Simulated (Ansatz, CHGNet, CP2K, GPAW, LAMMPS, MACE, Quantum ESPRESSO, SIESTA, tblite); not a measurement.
## Running amorphous SiO1.9 (78 atoms) with SIESTA

How do the settings of SIESTA change the result for amorphous SiO1.9 (78 atoms)? A plane-wave run serves as the yardstick.

Program: SIESTA 5.4.2. Level of theory: the method is named at each step. Results are calculated unless marked as measured.

## (1) The starting structure

The cell holds 78 atoms: 27 Si and 51 O. Its edges and angles: a = 10.502 Å, b = 10.502 Å, c = 10.502 Å, α = 90.0°, β = 90.0°, γ = 90.0°. 78 atoms (27 Si, 51 O) placed at random at 2.26 g/cm³, melted at 5000 K for 10 ps at fixed volume with the Tersoff Si-O potential (Munetoh et al., Comput. Mater. Sci. 39, 334 (2007)). Quenched from 5000 K to 500 K at 20 K/ps and fixed volume, annealed at 2000 K for 50 ps, held 5 ps.

The yardstick, on the same geometry:

| Item | Value |
| --- | --- |
| method | Kohn-Sham DFT, PBE, PAW, plane waves (Ansatz 0.2.0); cutoff 420 eV, Γ point, fermi-dirac smearing of 0.05 eV; PAW set soft_2 |
| r.m.s. force component | 1.36 eV/Å |
| longest force | 4.969 eV/Å |
| pressure | -1.152 GPa |
| SCF cycles | 20 |
| time | 21 s on 4 threads of Arm Neoverse V1, shared host |
| CPU time | 82 s |

## (2) PBE, DZP, shift 0.01 Ry, mesh 500 Ry

Method: Kohn-Sham DFT, PBE, PseudoDojo 0.4.1 norm-conserving pseudopotentials (converted to PSML), numerical atomic orbitals (DZP), diagonalisation.

The .psml files are PseudoDojo norm-conserving potentials that we converted to this format, checked against plane waves on the same files for H, C, O, Si, Ge and Ca alone.

Contents of input.fdf:

```
SystemLabel cell
NumberOfAtoms 78
NumberOfSpecies 2
%block ChemicalSpeciesLabel
  1 14 Si
  2 8 O
%endblock ChemicalSpeciesLabel
LatticeConstant 1.0 Ang
%block LatticeVectors
  10.50180 0.00000 0.00000
  0.00000 10.50180 0.00000
  0.00000 0.00000 10.50180
%endblock LatticeVectors
PAO.BasisSize DZP
PAO.EnergyShift 0.01 Ry
XC.Functional GGA
XC.Authors PBE
MeshCutoff 500 Ry
%block kgrid_Monkhorst_Pack
  1 0 0 0.0
  0 1 0 0.0
  0 0 1 0.0
%endblock kgrid_Monkhorst_Pack
SolutionMethod diagon
OccupationFunction FD
ElectronicTemperature 580 K
SCF.Mixer.Method Pulay
SCF.Mixer.Weight 0.15
SCF.Mixer.History 8
SCF.Mix Hamiltonian
MaxSCFIterations 300
SCF.DM.Tolerance 1e-04
SCF.H.Tolerance 1.0e-3 eV
WriteForces T
Write.HirshfeldPop T
Write.VoronoiPop T
Write.DM F
Write.H F
XML.Write F
AtomicCoordinatesFormat Fractional
%block AtomicCoordinatesAndAtomicSpecies
  0.13949 0.67691 0.28768 1
  0.26616 0.73835 0.02423 1
  0.42674 0.33358 0.86693 1
  0.13626 0.12259 0.30697 1
  0.79317 0.00571 0.98721 1
  0.08622 0.99630 0.03311 1
  0.90463 0.79543 0.58626 1
  0.14865 0.48537 0.52652 1
  0.84522 0.72206 0.30151 1
  0.73878 0.55365 0.07421 1
  0.45372 0.06050 0.79538 1
  0.86836 0.52579 0.48153 1
  0.75350 0.75466 0.83709 1
  0.35770 0.30837 0.40302 1
  0.93560 0.34376 0.23531 1
  0.18181 0.18703 0.80857 1
  0.78838 0.08864 0.53442 1
  0.69545 0.97859 0.26640 1
  0.84826 0.30018 0.94654 1
  0.30251 0.58727 0.76182 1
  0.44335 0.81684 0.63008 1
  0.47785 0.93680 0.07443 1
  0.95592 0.31456 0.65878 1
  0.47465 0.43718 0.14424 1
  0.61758 0.56956 0.63435 1
  0.55826 0.26756 0.63022 1
  0.18274 0.88619 0.49352 1
  0.86828 0.69251 0.46010 2
  0.41177 0.40424 0.28741 2
  0.68857 0.17764 0.62343 2
  0.71842 0.88744 0.91130 2
  0.46499 0.24963 0.50245 2
  0.77338 0.65781 0.97286 2
  0.05501 0.84291 0.58266 2
  0.15106 0.05293 0.17191 2
  0.53535 0.69924 0.58059 2
  0.19944 0.78959 0.37365 2
  0.80966 0.14618 0.92250 2
  0.21971 0.66615 0.15379 2
  0.40014 0.47405 0.79915 2
  0.09248 0.24108 0.69876 2
  0.75832 0.41509 0.00358 2
  0.99857 0.73220 0.25343 2
  0.79622 0.60549 0.21169 2
  0.93494 0.95392 0.03027 2
  0.49212 0.94946 0.69167 2
  0.65215 0.64562 0.76856 2
  0.89374 0.34496 0.79686 2
  0.25065 0.63884 0.90261 2
  0.32803 0.87691 0.54140 2
  0.55592 0.42742 0.66327 2
  0.12547 0.01120 0.41559 2
  0.08941 0.10927 0.92339 2
  0.89519 0.20073 0.56190 2
  0.73302 0.50286 0.54822 2
  0.02959 0.24292 0.31029 2
[... 18 atom lines left out ...]
  0.72833 0.83430 0.30487 2
  0.55227 0.98150 0.20326 2
  0.17119 0.86410 0.98449 2
  0.48991 0.21324 0.76722 2
%endblock AtomicCoordinatesAndAtomicSpecies
```

The run is started by

```console
$ OMP_NUM_THREADS=1 mpirun -np 2 siesta < input.fdf > output.txt
```

The log of the run:

```text
Version         : 5.4.2
reinit: System Name:
reinit: System Label: cell
initatom: Reading input for the pseudopotentials and atomic orbitals ----------
Species number:   1 Atomic number:   14 Label: Si
Species number:   2 Atomic number:    8 Label: O
Ground state valence configuration (from tables):   3s02  3p02  3d00  4f00
Ground state valence configuration (from tables):   2s02  2p04  3d00  4f00
---- Processing specs for species: Si
GGA--PBE XC_GGA_X_PBE--XC_GGA_C_PBE pb
---- Processing specs for species: O
GGA--PBE XC_GGA_X_PBE--XC_GGA_C_PBE pb
Si pseudopotential only contains V_ls up to l=2 -- lmxkb reset.
O pseudopotential only contains V_ls up to l=2 -- lmxkb reset.
Using PAO.SplitTailNorm
%block ChemicalSpeciesLabel
    1   14 Si                      # Species index, atomic number, species label
    2    8 O                       # Species index, atomic number, species label
%endblock ChemicalSpeciesLabel
%block PAO.Basis                 # Define Basis set
Si                    2                    # Species label, number of l-shells
 n=3   0   2                         # n, l, Nzeta
   5.392      3.847
   1.000      1.000
 n=3   1   2 P   1                   # n, l, Nzeta, Polarization, NzetaPol
   6.844      4.952
   1.000      1.000
O                     2                    # Species label, number of l-shells
 n=2   0   2                         # n, l, Nzeta
   3.532      2.299
   1.000      1.000
 n=2   1   2 P   1                   # n, l, Nzeta, Polarization, NzetaPol
   4.300      2.782
   1.000      1.000
%endblock PAO.Basis
coor:   Atomic-coordinates input format  =     Fractional
siesta: System type = bulk
initatomlists: Number of atoms, orbitals, and projectors:     78  1014  1149
siesta: ******************** Simulation parameters ****************************
Total number of electrons:   414.000000
Total ionic charge:   414.000000
 Kpoints in:            1 . Kpoints trimmed:            1
siesta: k-grid: Number of k-points = 1
siesta: k-points from Monkhorst-Pack grid
siesta: k-cutoff (effective) =     5.251 Ang
siesta: k-point supercell and displacements
siesta: k-grid:     1     0     0      0.000
siesta: k-grid:     0     1     0      0.000
siesta: k-grid:     0     0     1      0.000
                     ====================================
                        Single-point calculation
                     ====================================
outcell: Unit cell vectors (Ang):
       10.501800    0.000000    0.000000
        0.000000   10.501800    0.000000
        0.000000    0.000000   10.501800
outcell: Cell vector modules (Ang)   :   10.501800   10.501800   10.501800
outcell: Cell angles (23,13,12) (deg):     90.0000     90.0000     90.0000
outcell: Cell volume (Ang**3)        :   1158.2205
Gamma-point calculation with multiply-connected orbital pairs
Gamma-point calculation with multiply-connected orbital pairs
Folding of H and S implicitly performed
Folding of H and S implicitly performed
new_DM -- step:     1
Initializing Density Matrix...
Attempting to read DM from file... Failed...
DM filled with atomic data:
InitMesh: MESH = 144 x 144 x 144 = 2985984
InitMesh: Mesh cutoff (required, used) =   500.000   519.636 Ry
stepf: Fermi-Dirac step function
        iscf     Eharris(eV)        E_KS(eV)     FreeEng(eV)     dDmax    Ef(eV) dHmax(eV)
   scf:    1   -25865.785430   -26026.382585   -26026.399268  1.594763 -2.689482 11.514104
   scf:    2   -26082.335204   -26065.635161   -26065.670091  0.812793 -2.429114  6.757646
   scf:    3   -26073.294785   -26076.715500   -26076.739731  0.860762 -2.453808  6.353896
   scf:    4   -26086.960640   -26086.372714   -26086.481475  0.708668 -2.454483  3.392042
   scf:    5   -26087.925158   -26088.487980   -26088.609648  0.422525 -2.494787  1.554243
   scf:    6   -26088.954806   -26088.825642   -26088.953539  0.139128 -2.519851  0.469649
[...]
scf:   15   -26088.966331   -26088.966323   -26089.095400  0.000176 -2.669187  0.001115
   scf:   16   -26088.966313   -26088.966318   -26089.095401  0.000114 -2.669182  0.000504
   scf:   17   -26088.966324   -26088.966321   -26089.095401  0.000024 -2.669177  0.000333
SCF Convergence by DM+H criterion
max |DM_out - DM_in|         :     0.0000235912
max |H_out - H_in|      (eV) :     0.0003330891
SCF cycle converged after 17 iterations
Using DM_out to compute the final energy and forces
siesta: E_KS(eV) =           -26088.9663
siesta: E_KS - E_eggbox =    -26088.9663
siesta: Atomic forces (eV/Ang):
     1    1.111287    0.595208   -0.031041
     2   -3.822672   -0.275026   -2.228181
     3   -0.773987    2.839668    2.132389
     4    0.672434    1.154170    0.792925
     5    1.455402   -0.153157    2.017118
     6    1.507289   -1.390914   -0.662652
[...]
76   -1.008500   -0.242035    1.647234
    77   -0.771991    0.970656    1.139017
    78    1.561768    1.130139   -0.732860
----------------------------------------
   Tot    0.001923   -0.005033   -0.003629
----------------------------------------
   Max    4.400117
   Res    1.379795    sqrt( Sum f_i^2 / 3N )
----------------------------------------
   Max    4.400117    constrained
Stress tensor Voigt[x,y,z,yz,xz,xy] (kbar):      -51.62        1.96      -11.70       18.29       14.67      -14.78
(Free)E + p*V (eV/cell)   -26074.3104
Target enthalpy (eV/cell)   -26089.0954
siesta: Program's energy decomposition (eV):
siesta: Ebs     =     -5891.155458
siesta: Eions   =     38675.997549
siesta: Ena     =      6030.909889
siesta: Ekin    =     16944.531819
siesta: Enl     =     -3380.181165
siesta: DEna    =       -13.459937
siesta: DUscf   =        29.411358
siesta: Ex      =     -6529.846795
siesta: Ec      =      -494.333942
siesta: Exc     =     -7024.180738
siesta: Eharris =    -26088.966324
siesta: Etot    =    -26088.966321
siesta: FreeEng =    -26089.095401
siesta: Final energy (eV):
siesta:  Band Struct. =   -5891.155458
siesta:       Kinetic =   16944.531819
siesta:       Hartree =   11293.695281
siesta:         Exch. =   -6529.846795
siesta:         Corr. =    -494.333942
siesta:   Exch.-corr. =   -7024.180738
siesta:  Ion-electron =  -37635.754387
siesta:       Ion-ion =   -9667.258297
siesta:         Total =  -26088.966321
siesta:         Fermi =      -2.669177
siesta: Stress tensor (static) (eV/Ang**3):
siesta:    -0.032220   -0.009224    0.009156
siesta:    -0.009224    0.001226    0.011413
siesta:     0.009156    0.011413   -0.007301
siesta: Cell volume =       1158.220452 Ang**3
siesta: Pressure (static):
siesta:                Solid            Molecule  Units
siesta:           0.00013903         -0.00011685  Ry/Bohr**3
siesta:           0.01276527         -0.01072846  eV/Ang**3
siesta:          20.45221692        -17.18888393  kBar
    Orbital volume contribution        =          29.779750 eV
    (Free)E + p_basis*V_orbitals       =      -26059.315651 eV
    (Free)Eharris+ p_basis*V_orbitals  =      -26059.315654 eV
Hirshfeld Atomic Populations:
Atom #   charge [q] valence [e]  Species
     1     0.399375    3.600625  Si
     2     0.402043    3.597957  Si
     3     0.383933    3.616067  Si
     4     0.406943    3.593057  Si
     5     0.428916    3.571084  Si
     6     0.411930    3.588070  Si
[...]
28    -0.106681    6.106681  O
    29    -0.208370    6.208370  O
    30    -0.223510    6.223510  O
    31    -0.191906    6.191906  O
    32    -0.217569    6.217569  O
    33    -0.242149    6.242149  O
[...]
--------------------
 Total    -0.000014
Voronoi Atomic Populations:
Atom #   charge [q] valence [e]  Species
[...]
25     0.527992    3.472008  Si
    26     0.514909    3.485091  Si
    27     0.537681    3.462319  Si
[...]
76    -0.257153    6.257153  O
    77    -0.316908    6.316908  O
    78    -0.079472    6.079472  O
--------------------
 Total    -0.000014
```

Run time: 2.8 min. Hardware: 2 MPI ranks of Arm Neoverse V1, shared host; peak memory 1.8 GiB; 5.6 min of CPU time.

Banners, paths, timers and routine set-up lines are dropped from the logs unmarked, and long logs keep their key lines alone; longer cuts are marked.

Compared with the plane-wave run:

```
r.m.s. force component                  : 1.38 eV/Å
r.m.s. difference of force components   : 175.2 meV/Å
longest difference of force vectors     : 611.3 meV/Å
force difference over r.m.s. force      : 12.88 %
slope of forces against the reference's : 1.006
correlation of force components         : 0.9919
pressure                                : 2.045 GPa
pressure difference                     : 3.197 GPa
```

Length of the force difference by element (eV/Å):

| element | atoms | mean | most |
| --- | --- | --- | --- |
| O | 51 | 0.29 | 0.51 |
| Si | 27 | 0.29 | 0.61 |

A closer look about O78, whose charge lies farthest from its element's mean: 13 atoms, nearest first, numbered in the order of the input, with positions taken from that point.

| atom | x | y | z | distance (Å) | bonds | Hirshfeld charge (e) | Fx | Fy | Fz (eV/Å) |
| --- | --- | --- | --- | --- | --- | --- | --- | --- | --- |
| O78 | 0.00 | 0.00 | 0.00 | 0.00 | 3 | -0.09 | 1.56 | 1.13 | -0.73 |
| Si11 | -0.38 | -1.60 | 0.30 | 1.67 | 4 | 0.41 | -3.16 | -2.89 | 0.30 |
| Si26 | 0.72 | 0.57 | -1.44 | 1.71 | 4 | 0.43 | 0.83 | 1.17 | -2.57 |
| Si3 | -0.66 | 1.26 | 1.05 | 1.77 | 4 | 0.38 | -0.77 | 2.84 | 2.13 |
| O71 | -2.05 | -1.39 | 0.18 | 2.49 | 2 | -0.25 | 0.87 | -2.14 | -1.34 |
| O69 | -2.19 | 0.75 | 1.03 | 2.53 | 2 | -0.23 | -1.13 | 1.80 | 1.41 |
| O51 | 0.69 | 2.25 | -1.09 | 2.59 | 2 | -0.21 | 0.74 | -2.31 | -0.88 |
| O30 | 2.09 | -0.37 | -1.51 | 2.60 | 2 | -0.22 | -2.67 | 0.01 | 0.34 |
| O62 | 0.10 | -2.07 | 1.81 | 2.75 | 2 | -0.21 | 0.31 | 1.13 | -0.96 |
| O32 | -0.26 | 0.38 | -2.78 | 2.82 | 2 | -0.22 | 0.91 | -0.31 | 0.73 |
| O46 | 0.02 | -2.77 | -0.79 | 2.88 | 2 | -0.21 | 1.72 | 0.73 | 0.31 |
| O40 | -0.94 | 2.74 | 0.34 | 2.92 | 2 | -0.22 | -0.45 | -0.10 | 0.39 |
| O67 | -0.20 | 1.38 | 2.64 | 2.98 | 2 | -0.21 | 0.18 | -1.50 | -1.67 |

Forces lie 13 % from the reference's, at 4.1 times its CPU time (on 2 against 4 cores).

## (3) PBE, SZP, shift 0.01 Ry, mesh 500 Ry

Method: Kohn-Sham DFT, PBE, PseudoDojo 0.4.1 norm-conserving pseudopotentials (converted to PSML), numerical atomic orbitals (SZP), diagonalisation.

input.fdf, as its differences from that of step 2:

```diff
@@ -13,3 +13,3 @@
 %endblock LatticeVectors
-PAO.BasisSize DZP
+PAO.BasisSize SZP
 PAO.EnergyShift 0.01 Ry
```

The log of the run:

```text
Version         : 5.4.2
reinit: System Name:
reinit: System Label: cell
initatom: Reading input for the pseudopotentials and atomic orbitals ----------
Species number:   1 Atomic number:   14 Label: Si
Species number:   2 Atomic number:    8 Label: O
Ground state valence configuration (from tables):   3s02  3p02  3d00  4f00
Ground state valence configuration (from tables):   2s02  2p04  3d00  4f00
---- Processing specs for species: Si
GGA--PBE XC_GGA_X_PBE--XC_GGA_C_PBE pb
---- Processing specs for species: O
GGA--PBE XC_GGA_X_PBE--XC_GGA_C_PBE pb
Si pseudopotential only contains V_ls up to l=2 -- lmxkb reset.
O pseudopotential only contains V_ls up to l=2 -- lmxkb reset.
Using PAO.SplitTailNorm
%block ChemicalSpeciesLabel
[... lines left out ...]
Total number of electrons:   414.000000
[... lines left out ...]
stepf: Fermi-Dirac step function
        iscf     Eharris(eV)        E_KS(eV)     FreeEng(eV)     dDmax    Ef(eV) dHmax(eV)
[... lines left out ...]
SCF Convergence by DM+H criterion
[... lines left out ...]
SCF cycle converged after 17 iterations
[... lines left out ...]
   Max    4.693245
[... lines left out ...]
   Max    4.693245    constrained
Stress tensor Voigt[x,y,z,yz,xz,xy] (kbar):     -101.12      -54.59      -73.72       16.18       12.80      -15.69
[... lines left out ...]
siesta: DEna    =        63.286384
siesta: DUscf   =        33.556690
siesta: Ex      =     -6512.238142
siesta: Ec      =      -493.453172
siesta: Exc     =     -7005.691314
siesta: Eharris =    -26063.322961
siesta: Etot    =    -26063.322955
siesta: FreeEng =    -26063.451960
siesta: Final energy (eV):
siesta:  Band Struct. =   -5947.618925
siesta:       Kinetic =   16851.862137
siesta:       Hartree =   11207.369907
siesta:         Exch. =   -6512.238142
siesta:         Corr. =    -493.453172
siesta:   Exch.-corr. =   -7005.691314
siesta:  Ion-electron =  -37449.605389
siesta:       Ion-ion =   -9667.258297
siesta:         Total =  -26063.322955
siesta:         Fermi =      -2.675374
siesta: Stress tensor (static) (eV/Ang**3):
siesta:    -0.063114   -0.009794    0.007989
siesta:    -0.009794   -0.034073    0.010096
siesta:     0.007988    0.010096   -0.046014
siesta: Cell volume =       1158.220452 Ang**3
siesta: Pressure (static):
siesta:                Solid            Molecule  Units
siesta:           0.00051988          0.00029264  Ry/Bohr**3
siesta:           0.04773358          0.02686911  eV/Ang**3
siesta:          76.47762352         43.04905393  kBar
    Orbital volume contribution        =          24.717003 eV
    (Free)E + p_basis*V_orbitals       =      -26038.734957 eV
    (Free)Eharris+ p_basis*V_orbitals  =      -26038.734963 eV
Hirshfeld Atomic Populations:
Atom #   charge [q] valence [e]  Species
     1     0.411383    3.588617  Si
     2     0.416643    3.583357  Si
     3     0.394003    3.605997  Si
[...]
28    -0.117770    6.117770  O
    29    -0.219764    6.219764  O
    30    -0.230871    6.230871  O
[...]
--------------------
 Total    -0.000010
Voronoi Atomic Populations:
Atom #   charge [q] valence [e]  Species
[...]
26     0.589578    3.410422  Si
    27     0.614063    3.385937  Si
[...]
77    -0.350900    6.350900  O
    78    -0.126204    6.126204  O
--------------------
 Total    -0.000010
```

Elapsed: 2.3 min, on 2 MPI ranks; peak memory 1.7 GiB; 4.5 min of CPU time.

Numbers from this run, and their distance from the reference:

* r.m.s. force component: 1.472 eV/Å
* r.m.s. difference of force components: 362.3 meV/Å
* longest difference of force vectors: 1148 meV/Å
* force difference over r.m.s. force: 26.63 %
* slope of forces against the reference's: 1.05
* correlation of force components: 0.9704
* pressure: 7.648 GPa
* pressure difference: 8.8 GPa

This is a coarse setting, run to see what it loses.

Against the first run (13 %), the force difference from the reference is 27 %, at 0.81 times the CPU time, with 702 basis functions against 1014: the smaller basis costs accuracy.

(Part 1 of 2 ends here.)

[Also dropped from logs without a mark: logging warnings of Python, and SIESTA's first energy breakdown and zero terms.]

[Logs are printed without paths, hosts, clocks, repeated set-up lines and the standing remarks that a program may print on its own settings, such as how far it seeks lower states.]

[Hosts, paths, dates, database ids (printed as entryN), source tags and the programs' standing remarks are cut or masked in the printed files.]
